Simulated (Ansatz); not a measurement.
# A thicker film of HfO2 (110) from five thinner ones

In a field along its normal an insulating film takes a dipole p. Written as a length, p/(ε₀AE), it should grow by 1 − 1/ε for each ångström added.

How it was computed: Ansatz 0.2.0, plane waves with PAW datasets (its set soft_2), PBEsol; fluorite films relaxed at a bulk in-plane lattice constant near the measured one, then held in weak fields of both signs with a dipole correction (A is the cell's area, E the outer field).

```tsv
run	distance between the outer atoms (Å)	p/(ε₀AE) (Å)
4 units	5.431	6.160
5 units	7.122	7.746
6 units	8.954	9.090
7 units	10.688	10.590
9 units	14.241	13.459
12 units	19.564	?
```

**Question.** What value belongs in the row marked “?”, and how far can the other rows tell?

A least-squares line through the 5 rows shown has slope 0.8220 and intercept 1.7749; no row lies more than 0.117 Å off it. That slope means ε = 1/(1 − 0.8220) = 5.62. At 19.564 it gives 0.8220 × 19.564 + 1.7749 = 17.857 Å, beyond the rows fitted. Rounding and scatter of the rows alone allow about ±0.273 Å there.

The run itself gives 17.776 Å: a miss of −0.081 Å, or 0.5 % of the value. The length is met to within 1 %, though ε is more sensitive than the length: the two thickest films give ε = 5.29.

**Limits.** This is the electronic response alone. A unit is one step of the cut along the normal (a plane, a pair of planes or a cell), and the layers relax along it, away from their bulk spacing where the functional's lattice constant differs from the one held.

[Logs are printed without paths, hosts, clocks, repeated set-up lines and the standing remarks that a program may print on its own settings, such as how far it seeks lower states.]
